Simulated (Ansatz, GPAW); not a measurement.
# Dielectric function and optical constants of ScF (model structure), part 2 of 2

Aim: the dielectric function of ScF (model structure), and the optical constants that follow from it. The cell was made here by substitution or stacking, whether or not such a phase is known. It was built so: All Cl replaced by F and La replaced by Sc in the R-3m structure of LaCl. The cell is first relaxed with Ansatz.

GPAW 26.7.0; DFT, LDA, plane-wave PAW (GPAW data sets), scalar-relativistic, RPA, optical limit.

So far: Set-up; Relaxation.

### Step 3. Ground state

The self-consistent density comes first; it also tells whether there is a gap, which decides the occupations and the need for a Drude term.

This step: DFT, LDA, plane-wave PAW (GPAW data sets), scalar-relativistic, ground state (GPAW 26.7.0).

Contents of gs.py:

```python
from ase import Atoms
from ase.dft.bandgap import bandgap
from gpaw import GPAW, PW, FermiDirac

atoms = Atoms(['Sc', 'Sc', 'F', 'F'],
              cell=[[1.656694156109, 0.956492816995, 6.096343260800],
                    [-1.656694156109, 0.956492816995, 6.096343260800],
                    [0.000000000000, -1.912985633989, 6.096343260800]],
              scaled_positions=[[0.764621192800, 0.764621192800, 0.764621192800],
                                [0.235378807200, 0.235378807200, 0.235378807200],
                                [0.621978651500, 0.621978651500, 0.621978651500],
                                [0.378021348500, 0.378021348500, 0.378021348500]],
              pbc=[True, True, True])
atoms.calc = GPAW(mode=PW(400), xc='LDA', kpts={'size': (8, 8, 8), 'gamma': True},
                  occupations=FermiDirac(0.05), maxiter=150, txt='gs.txt')
print('energy (eV)', atoms.get_potential_energy())
print('Fermi level (eV)', atoms.calc.get_fermi_level())
print('valence electrons', atoms.calc.get_number_of_electrons())
print('gap (eV)', bandgap(atoms.calc, output=None)[0])
print('direct gap (eV)', bandgap(atoms.calc, direct=True, output=None)[0])
atoms.calc.write('gs.gpw')
```

Run with:

```sh
$ OMP_NUM_THREADS=1 python gs.py
```

Numbers of over 12 decimals in the logs are rounded to 6 here.

Log:

```text
__  _  _
 | _ |_)|_||  |
 |__||  | ||/\| - 26.7.0

Versions:
  Python: 3.12.14
  ASE:    3.29.0
  Numpy:  2.5.5
  Scipy:  1.18.1
  Libxc:  7.0.0

Input parameters:
  mode=PW(ecut=400.0),
  kpts=MonkhorstPack(size=(8, 8, 8), gamma=True),
  maxiter=150,
  occupations=Occupations(name='fermi-dirac', width=0.05, fixmagmom=False),
  xc=XC(name='LDA')

Diagonalizing LCAO Hamiltonian
Converting LCAO to pw mode

       Sc

       F

       F

       Sc

Atoms  # Å, Bohr magnetons
|   | symbol |         x |        y |         z |    initial magnetic moments |
| 0 |     Sc | -0.000000 | 0.000000 | 13.984180 | ( 0.0000,  0.0000,  0.0000) |
| 1 |     Sc |  0.000000 | 0.000000 |  4.304850 | ( 0.0000,  0.0000,  0.0000) |
| 2 |      F | -0.000000 | 0.000000 | 11.375386 | ( 0.0000,  0.0000,  0.0000) |
| 3 |      F | -0.000000 | 0.000000 |  6.913644 | ( 0.0000,  0.0000,  0.0000) |

Unit cell  # Å
| periodic |         x |         y |        z |  lengths |    angles |
|      yes |  1.656694 |  0.956493 | 6.096343 | 6.389438 | 30.055445 |
|      yes | -1.656694 |  0.956493 | 6.096343 | 6.389438 | 30.055445 |
|      yes |  0.000000 | -1.912986 | 6.096343 | 6.389438 | 30.055445 |

Number of symmetries: 12
Symmetry operations  # r_c * U_cc + t_c -> r_c
|    | kind |            matrix            |
|  0 |  E   |  1, 0, 0,  0, 1, 0,  0, 0, 1 |
|  1 |  σ   |  1, 0, 0,  0, 0, 1,  0, 1, 0 |
|  2 |  σ   |  0, 1, 0,  1, 0, 0,  0, 0, 1 |
|  3 |  C3  |  0, 1, 0,  0, 0, 1,  1, 0, 0 |
|  4 |  C3  |  0, 0, 1,  1, 0, 0,  0, 1, 0 |
|  5 |  σ   |  0, 0, 1,  0, 1, 0,  1, 0, 0 |
|  6 |  C2  |  0, 0,-1,  0,-1, 0, -1, 0, 0 |
|  7 |  S6  |  0, 0,-1, -1, 0, 0,  0,-1, 0 |
|  8 |  S6  |  0,-1, 0,  0, 0,-1, -1, 0, 0 |
|  9 |  C2  |  0,-1, 0, -1, 0, 0,  0, 0,-1 |
| 10 |  C2  | -1, 0, 0,  0, 0,-1,  0,-1, 0 |
| 11 |  i   | -1, 0, 0,  0,-1, 0,  0, 0,-1 |

BZ-sampling:
  Number of BZ points: 512
  Number of IBZ points: 65

  Monkhorst-Pack size: [8, 8, 8]
  Monkhorst-Pack shift: [0.0625, 0.0625, 0.0625]

K-points  # in reciprocal-cell coordinates
|     |                                coordinates |     weight |
|   0 | (  0.00000000,   0.00000000,   0.00000000) | 0.00195312 |
|   1 | (  0.12500000,   0.00000000,  -0.12500000) | 0.01171875 |
|   2 | (  0.12500000,   0.00000000,   0.00000000) | 0.01171875 |
|   3 | (  0.12500000,   0.12500000,  -0.12500000) | 0.01171875 |
|   4 | (  0.12500000,   0.12500000,   0.00000000) | 0.01171875 |
|   5 | (  0.12500000,   0.12500000,   0.12500000) | 0.00390625 |
|   6 | (  0.25000000,  -0.12500000,  -0.12500000) | 0.01171875 |
|   7 | (  0.25000000,   0.00000000,  -0.25000000) | 0.01171875 |
|   8 | (  0.25000000,   0.00000000,  -0.12500000) | 0.02343750 |
|   9 | (  0.25000000,   0.00000000,   0.00000000) | 0.01171875 |
| ... |                                            |            |
|  64 | (  0.50000000,   0.50000000,   0.50000000) | 0.00195312 |

Plane wave coefficients: 1082
Cutoff: 400.0 eV

Spin-components: 1 (collinear spins)
Bands:           26
Projectors:      22
Spin-degeneracy: 2
Datatype:        complex128

Parallelization:
  kpt:    1
  domain: 1
  band:   1

Density:
  Valence electrons: 36.0
  Components: 1
  Grid points: [30 30 30]
  Charge: 0.0  # |e|

Potential:
  Grid points: [30 30 30]

species:
  Sc:
    name:    Scandium
    id:
    Z:       21.0
    valence: 11
    core:    10
    charge:  0.0  # [|e|]
    compensation charges:
      type: gauss
      rc: 0.39  # [Å]
      lmax: 2
    cutoffs:
      filter: 2.14  # [Å]
      core: 1.08  # [Å]
    projectors
    | kind |    occ | energy [eV] | rcut [Å] |
    |   3s |  2.000 |     -54.706 |    1.228 |
    |   4s |  2.000 |      -4.292 |    1.228 |
    |   3p |  6.000 |     -33.568 |    1.281 |
    |   4p |  0.000 |      -1.520 |    1.281 |
    |   3d |  1.000 |      -3.425 |    1.196 |
    |    d |        |      23.786 |    1.196 |

    Using partial waves for Sc as LCAO basis

  F:
    name:    Fluorine
    id:
    Z:       9.0
    valence: 7
    core:    2
    charge:  0.0  # [|e|]
    compensation charges:
      type: gauss
      rc: 0.20  # [Å]
      lmax: 2
    cutoffs:
      filter: 1.14  # [Å]
      core: 0.74  # [Å]
    projectors
    | kind |    occ | energy [eV] | rcut [Å] |
    |   2s |  2.000 |     -29.647 |    0.635 |
    |   2p |  5.000 |     -11.293 |    0.635 |
    |    s |        |      -2.435 |    0.635 |
    |    p |        |      15.918 |    0.635 |
    |    d |        |       0.000 |    0.635 |

    Using partial waves for F as LCAO basis

Reference energy: -46881.174009  # eV

eigensolver:
  PPCG
  Converge bands: occupied
  niter=2

density mixing:
  MSR1-Mixer
  Pratt-step length: 0.05
  Maximum mixing coefficient: 0.75
  Old densities: 10
  SVD Regularization: 0.005
  Good broyden scale: 1.0
  Trust region scale: 1.0
  Backstep threshold: 4.0
  History deletion threshold: 6.0
  Fourier metric: weight=20.0, sigma=0.015

occupation numbers:
  Fermi-Dirac:
    width: 0.0500  # eV

poisson solver:
  ecut: 3200.0  # eV

xc functional:
  name: None

convergence criteria:
- Maximum [total energy] change in last 3 cyles: 0.0005 eV / valence electron
- Maximum integral of absolute [dens]ity change: 0.0001 electrons / valence electron
- Maximum integral of absolute [eigenst]ate change: 4e-08 eV^2 / valence electron
maximum number of iterations: 150

SCF iterations
|iter     |      energy | eigst |  dens |
|iter:   1||  -23.921625 | +0.41 |       |
|iter:   2||  -23.723239 | -1.31 | -1.17 |
|iter:   3||  -22.934891 | -0.38 | -1.21 |
|iter:   4||  -22.926401 | -1.60 | -1.77 |
|iter:   5||  -22.920451c| -2.00 | -2.08 |
|iter:   6||  -22.918852c| -2.81 | -2.45 |
|iter:   7||  -22.918955c| -4.15 | -3.12 |
|iter:   8||  -22.918933c| -5.29 | -3.67 |
|iter:   9||  -22.918934c| -6.56 | -4.17c|
|iter:  10||  -22.918935c| -7.76c| -5.13c|

Converged in 10 steps
SCF loop duration: 73.055 s (7.306 s/step)
Energy contributions relative to reference atoms: (reference = -46881.174009)

Energy contributions:
  Kinetic:           5.319521
  Coulomb:          -3.658709
  Zero:              0.693928
  External:          0.000000
  Xc:              -25.252629
  Entropy:          -0.042091
  Spinorbit:         0.000000
  ----------------------------
  Free energy:     -22.939980
  Extrapolated:    -22.918935

dipole moment: (0.000000, 0.000000, 0.000006)  # |e|*Ang

Fermi level: 6.922
Eigenvalues  # (at kpt = [0.000, 0.000, 0.000])
| band index |      eig [eV] | occ [0-2] |
|          0 |       -42.465 |     2.000 |
|        ... |               |           |
|          9 |       -18.814 |     2.000 |
|         10 |        -2.247 |     2.000 |
|         11 |        -1.574 |     2.000 |
|         12 |        -1.574 |     2.000 |
|         13 |        -0.907 |     2.000 |
|         14 |        -0.907 |     2.000 |
|         15 |        -0.582 |     2.000 |
|         16 |         4.077 |     2.000 |
|         17 |         7.064 |     0.110 |
|         18 |         8.507 |     0.000 |
|         19 |         8.507 |     0.000 |
|         20 |         8.999 |     0.000 |
|         21 |         8.999 |     0.000 |
|         22 |         9.184 |     0.000 |
|         23 |         9.473 |     0.000 |
|         24 |         9.473 |     0.000 |
|         25 |        10.455 |     0.000 |

No gap
No difference between direct/indirect transitions

--- standard output ---
energy (eV) -22.918935
Fermi level (eV) 6.922361
valence electrons 36.0
gap (eV) 0.0
direct gap (eV) 0.0
```

Wall time 79 s (1 thread of Arm Neoverse V2, shared host); peak memory 0.23 GiB.

Numbers from this step:

- energy: -22.92 eV
- Fermi energy: 6.922 eV
- electrons: 36

There are states at the Fermi level within the smearing, so the occupations stay smeared and the carriers get a Drude term.

### Step 4. Bands for the response

At the fixed density, many empty bands are solved on the mesh of the response, since the spectrum sums over them.

This step: DFT, LDA, plane-wave PAW (GPAW data sets), scalar-relativistic, bands at fixed density (GPAW 26.7.0).

Contents of nscf.py:

```python
from ase.dft.bandgap import bandgap
from gpaw import GPAW, FermiDirac

calc = GPAW('gs.gpw').fixed_density(kpts={'size': (12, 12, 12), 'gamma': True}, nbands=53, convergence={'bands': 47},
                                    occupations=FermiDirac(0.05), txt='nscf.txt')
print('gap (eV)', bandgap(calc, output=None)[0])
print('direct gap (eV)', bandgap(calc, direct=True, output=None)[0])
print('top band over the Fermi level (eV)', min(calc.get_eigenvalues(kpt=k)[46] for k in range(len(calc.get_ibz_k_points()))) - calc.get_fermi_level())
calc.write('full.gpw', mode='all')
```

Run with:

```sh
$ OMP_NUM_THREADS=1 python nscf.py
```

Log:

```text
Diagonalizing LCAO Hamiltonian
Converting LCAO to pw mode
convergence criteria:
- Maximum integral of absolute [eigenst]ate change: 4e-08 eV^2 / valence electron
maximum number of iterations: 150

SCF iterations
|iter     |      energy | eigst |  dens |
|iter:   1||             | +2.91 |       |
|iter:   2||             | +2.47 |       |
|iter:   3||             | +1.92 |       |
|iter:   4||             | +1.11 |       |
|iter:   5||             | +0.18 |       |
|iter:   6||             | -0.58 |       |
|iter:   7||             | -1.47 |       |
|iter:   8||             | -2.25 |       |
|iter:   9||             | -3.13 |       |
|iter:  10||             | -3.93 |       |
|iter:  11||             | -4.77 |       |
|iter:  12||             | -5.53 |       |
|iter:  13||             | -6.34 |       |
|iter:  14||             | -7.08 |       |
|iter:  15||             | -7.63c|       |
SCF steps: 15
  __  _  _
 | _ |_)|_||  |
 |__||  | ||/\| - 26.7.0

Versions:
  Python: 3.12.14
  ASE:    3.29.0
  Numpy:  2.5.5
  Scipy:  1.18.1
  Libxc:  7.0.0

Input parameters:
  mode=PW(ecut=400.0),
  convergence={'bands': 47},
  gpts=array([30, 30, 30]),
  kpts=MonkhorstPack(size=(12, 12, 12), gamma=True),
  maxiter=150,
  nbands=53,
  occupations=Occupations(name='fermi-dirac', width=0.05, fixmagmom=False),
  parallel={},
  xc=XC(name='LDA')

--- standard output ---
gap (eV) 0.0
direct gap (eV) 0.0
top band over the Fermi level (eV) 22.636828
```

Elapsed: 9.6 min, on 1 thread; peak memory 0.42 GiB.

### Step 5. Dielectric function, RPA

Transitions between filled and empty bands, summed over the zone, give the optical response, so mesh, band count and broadening shape it.

The induced potential is part of this response.

This step: DFT, LDA, plane-wave PAW (GPAW data sets), scalar-relativistic, RPA, optical limit (GPAW 26.7.0).

Contents of df.py:

```python
from gpaw.response.df import DielectricFunction

df = DielectricFunction('full.gpw', frequencies={'type': 'nonlinear', 'domega0': 0.03, 'omega2': 8},
                        ecut=30,
                        eta=0.2,
                        nbands=47,
                        rate=0.05,
                        txt='df.txt')
for direction in ['x', 'z']:
    df.get_dielectric_function(xc='RPA', direction=direction, filename=f'df_{direction}.csv')
```

Run with:

```sh
$ OMP_NUM_THREADS=1 python df.py
```

Log:

```text
Using integrator: PointIntegrator
NonLinearFrequencyDescriptor(from 0.000 to 77.231 eV, 516 points)
Nonperiodic BCs:  [False False False]
Using integrator: PointIntegrator
NonLinearFrequencyDescriptor(from 0.000 to 77.231 eV, 516 points)
Nonperiodic BCs:  [False False False]
Using integrator: PointIntegrator

Calculating chi0 body with:
    Ground state adapter containing:
    Number of spins: 1
    Number of kpoints: 1728
    Number of irreducible kpoints: 189
    Number of completely occupied states: 16
    Number of partially occupied states: 19

    Linear response parametrization:
    q_c: [0.0, 0.0, 0.0]
    Number of frequency points: 516
    Planewave cutoff: 30.0
    Number of bands: 47
    Number of planewaves: 29
    Broadening (eta): 0.2

Integrating chi0 body.

Symmetries of q_c:
    Direct symmetries (Uq -> q): 12
    Indirect symmetries (TUq -> q): 0
In total 12 allowed symmetries.

189 groups of equivalent kpoints. 89.0625% reduction.

Integral kind: spectral function

Calculating chi0 optical extensions with:
    Ground state adapter containing:
    Number of spins: 1
    Number of kpoints: 1728
    Number of irreducible kpoints: 189
    Number of completely occupied states: 16
    Number of partially occupied states: 19

    Linear response parametrization:
    Number of frequency points: 516
    Planewave cutoff: 30.0
    Number of bands: 47
    Number of planewaves: 29
    Broadening (eta): 0.2
Integrating chi0 head and wings.

Symmetries of q_c:
    Direct symmetries (Uq -> q): 12
    Indirect symmetries (TUq -> q): 0
In total 12 allowed symmetries.

189 groups of equivalent kpoints. 89.0625% reduction.

Integral kind: spectral function wings

Calculating drude chi0 with:
    Number of frequency points:516
    Plasma frequency decay rate: 0.05 eV

    Ground state adapter containing:
    Number of spins: 1
    Number of kpoints: 1728
    Number of irreducible kpoints: 189
    Number of completely occupied states: 16
    Number of partially occupied states: 19

Symmetries of q_c:
    Direct symmetries (Uq -> q): 12
    Indirect symmetries (TUq -> q): 0
In total 12 allowed symmetries.

189 groups of equivalent kpoints. 89.0625% reduction.

Integral kind: intraband
Plasma frequency:
[[2.48+0.j 0.  -0.j 0.  +0.j]
 [0.  +0.j 2.48+0.j 0.  -0.j]
 [0.  +0.j 0.  -0.j 1.87-0.j]]
```

Elapsed: 2.1 min, on 1 thread; peak memory 0.3 GiB.

Some rows of df_x.csv (energy; Re and Im without local fields; Re and Im with them):

```text
0.000000, 2482.640600, 0.000000, 2482.395134, 0.000000
0.460735, -22.389540, 10.582272, -22.661718, 10.678306
0.943989, 0.796360, 2.200866, 0.434909, 2.077240
1.451455, 6.271809, 3.774583, 5.960596, 3.277877
1.984998, 5.041598, 7.535029, 5.689005, 6.930717
2.546682, 3.315619, 5.316009, 3.607865, 5.686617
3.138794, 2.603475, 5.836604, 2.462074, 5.746277
3.763875, 1.635013, 3.719274, 1.640628, 3.692515
4.424758, 1.550303, 3.955184, 1.645284, 4.041009
5.124608, 0.797912, 4.238006, 0.940349, 4.343261
5.866977, -0.477692, 2.426397, -0.567967, 2.662397
6.655862, 0.492481, 1.192700, 0.352660, 1.288978
7.495775, 1.782774, 1.327051, 1.659360, 1.356731
8.391833, 1.527782, 1.672474, 1.372671, 1.768175
9.349861, 1.250117, 2.055213, 1.084103, 2.034142
10.376517, 0.892082, 2.806546, 0.848939, 2.709578
11.479449, 0.144379, 2.083815, 0.117964, 2.035071
12.667487, -0.062216, 1.165000, -0.096741, 1.159714
13.950874, 0.381101, 0.538876, 0.318495, 0.554505
```

Sum at mesh points, not converged in k. The Im ε by photon energy; read off at these points:

```tsv
photon energy (eV)	E ∥ x	E ∥ z
0.50	8.67	4.29
1.00	1.99	1.07
1.50	3.54	1.33
2.00	6.98	1.55
2.50	5.65	1.39
3.00	5.67	1.48
3.50	4.79	1.36
4.00	3.96	1.67
4.50	3.95	1.94
4.89	4.38	2.78
5.00	4.36	3.15
5.50	3.80	4.35
6.00	2.21	3.23
6.50	1.58	3.05
7.00	1.08	2.45
7.50	1.36	2.24
8.00	2.15	2.66
8.50	1.77	3.57
9.00	2.30	3.93
9.50	1.96	3.41
10.00	2.29	3.34
10.38	2.71	2.43
10.50	2.66	2.15
11.00	2.07	1.61
11.50	2.03	1.29
12.00	1.45	1.39
12.50	1.30	1.37
13.00	0.944	1.21
13.50	0.685	1.02
14.00	0.545	0.991
14.50	0.486	1.05
```

Values under 1 per cm are given as 1; sum at mesh points, not converged in k. The absorption coefficient by photon energy:

```tsv
photon energy (eV)	E ∥ x (1/cm)	E ∥ z (1/cm)
0.5	2.2e5	1.6e5
1.0	70538	45897
1.5	1.0e5	55401
2.0	2.6e5	81958
2.5	3.2e5	93150
3.0	4.1e5	1.2e5
3.5	4.8e5	1.2e5
4.0	4.3e5	1.6e5
4.5	5.2e5	2.1e5
5.0	6.5e5	3.5e5
5.5	7.7e5	6.0e5
6.0	6.8e5	5.7e5
6.5	5.6e5	6.0e5
7.0	3.5e5	5.5e5
7.5	3.7e5	5.2e5
8.0	6.1e5	6.1e5
8.5	5.5e5	8.4e5
9.0	7.5e5	1.1e6
9.5	7.2e5	1.1e6
10.0	8.3e5	1.3e6
10.5	1.1e6	1.3e6
11.0	1.1e6	1.0e6
11.5	1.1e6	8.7e5
12.0	1.1e6	8.8e5
12.5	1.0e6	9.3e5
13.0	9.0e5	9.0e5
13.5	7.3e5	8.2e5
14.0	5.4e5	7.8e5
14.5	4.5e5	8.3e5
```

The loss function −Im 1/ε at q → 0 has structure finer than the step of the table below, so its rows give means over 0.5 eV, whole bins alone (the curve runs from 0.305 to 15.0 eV). Peaks (eV: height): E ∥ x 0.94: 0.461, 6.66: 0.722, 13.60: 1.46; E ∥ z 0.88: 0.843, 11.48: 0.758, 13.51: 0.879.

Sum at mesh points, not converged in k. Loss function −Im 1/ε at q → 0 against energy loss; means over each step:

```tsv
energy loss (eV)	E ∥ x	E ∥ z
1.0	0.240	0.416
1.5	0.0730	0.116
2.0	0.0907	0.106
2.5	0.126	0.100
3.0	0.142	0.0931
3.5	0.197	0.0840
4.0	0.201	0.0834
4.5	0.207	0.0884
5.0	0.214	0.100
5.5	0.262	0.157
6.0	0.432	0.211
6.5	0.629	0.237
7.0	0.510	0.257
7.5	0.302	0.226
8.0	0.312	0.196
8.5	0.331	0.197
9.0	0.325	0.236
9.5	0.371	0.276
10.0	0.325	0.304
10.5	0.366	0.444
11.0	0.470	0.621
11.5	0.506	0.732
12.0	0.678	0.670
12.5	0.797	0.700
13.0	1.07	0.775
13.5	1.38	0.858
14.0	1.31	0.801
14.5	0.941	0.755
```

Sum at mesh points, not converged in k. The Im ε, E ∥ x by photon energy; read off at these points:

```tsv
photon energy (eV)	without local fields	with local fields
0.50	8.60	8.67
1.00	2.14	1.99
1.50	4.09	3.54
2.00	7.54	6.98
2.50	5.31	5.65
3.00	5.61	5.67
3.50	4.80	4.79
4.00	4.02	3.96
4.50	3.87	3.95
4.89	4.33	4.38
5.00	4.29	4.36
5.50	3.56	3.80
6.00	2.01	2.21
6.50	1.46	1.58
7.00	1.01	1.08
7.50	1.33	1.36
8.00	2.07	2.15
8.50	1.68	1.77
9.00	2.30	2.30
9.50	1.99	1.96
10.00	2.40	2.29
10.38	2.81	2.71
10.50	2.73	2.66
11.00	2.11	2.07
11.50	2.07	2.03
12.00	1.46	1.45
12.50	1.32	1.30
13.00	0.939	0.944
13.50	0.677	0.685
14.00	0.529	0.545
14.50	0.472	0.486
```

Sum at mesh points, not converged in k. The reflectivity at normal incidence by photon energy; read off at these points:

```tsv
photon energy (eV)	E ∥ x (%)	E ∥ z (%)
0.50	83.3	79.4
1.00	10.9	4.86
1.50	22.3	9.97
2.00	29.7	11.7
2.50	25.8	11.0
3.00	26.3	11.9
3.50	25.8	12.1
4.00	20.2	13.8
4.50	21.0	14.7
5.00	24.1	18.7
5.50	27.2	21.4
5.77	29.0	18.7
6.00	25.0	16.9
6.50	16.4	16.2
7.00	5.28	13.0
7.50	6.57	11.8
8.00	11.5	14.0
8.50	9.12	18.3
9.00	12.7	21.8
9.09	13.1	22.3
9.50	11.1	21.0
10.00	12.7	26.7
10.38	17.2	28.1
10.50	18.4	27.5
11.00	17.2	20.4
11.50	19.1	14.0
11.71	21.2	12.5
12.00	19.4	11.9
12.50	18.1	12.7
13.00	16.9	12.0
13.50	13.9	10.2
14.00	7.97	7.97
14.50	4.07	8.02
```

From ε follow the optical constants at some laser and lamp lines:

```tsv
wavelength (nm)	n x	k x	R (%) x	1/α x	n z	k z	R (%) z	1/α z
1064	2.00	0.531	13.8	159 nm	1.53	0.355	6.3	239 nm
800	2.62	0.727	23.1	88 nm	1.84	0.372	10.3	171 nm
633	2.73	1.241	29.4	41 nm	1.92	0.399	11.6	126 nm
405	2.12	1.344	26.5	24 nm	1.95	0.379	11.9	85 nm
365	1.86	1.421	27.0	20 nm	1.96	0.350	11.8	83 nm
248	1.68	1.295	24.1	15 nm	2.27	0.694	18.7	28 nm
193	0.96	0.901	17.6	17 nm	1.69	0.910	16.2	17 nm
```

In reflection the computed colour is grey: x = 0.322, y = 0.332, luminous reflectivity 20 %.

### Step 6. Results

**Reading.** At this level (LDA, RPA) ScF is a metal. The mesh is too coarse to trust the carriers' weight, the reflectivity or the colour to better than tens of per cent. The cell shrank by 2.0 % in volume. In reflection the computed colour is grey: x = 0.322, y = 0.332, luminous reflectivity 20 %. The carriers' damping of 0.05 eV is typed, not computed; it shapes the response at the lowest energies. In this version of GPAW the matrix elements of the optical limit are incomplete, which can lower ε − 1 by up to a tenth where first-row anions or d states rule, and shift it by more in d metals. GPAW's carrier term has the form −ωp²/(ω + i·rate)², which damps like twice the rate and fails at low energy, so the curves leave the lowest energies out. The sum runs over mesh points 0.18 Å⁻¹ apart with no interpolation, so peaks are partly noise of the mesh, and the Drude plasma energy, a sum over the Fermi surface, isn't converged.

[Machine, clock and banner lines and Python warnings are left out of the logs.]

[Logs are printed without paths, hosts, clocks, repeated set-up lines and the standing remarks that a program may print on its own settings, such as how far it seeks lower states.]

[Hosts, paths, dates, database ids (printed as entryN), source tags and the programs' standing remarks are cut or masked in the printed files.]
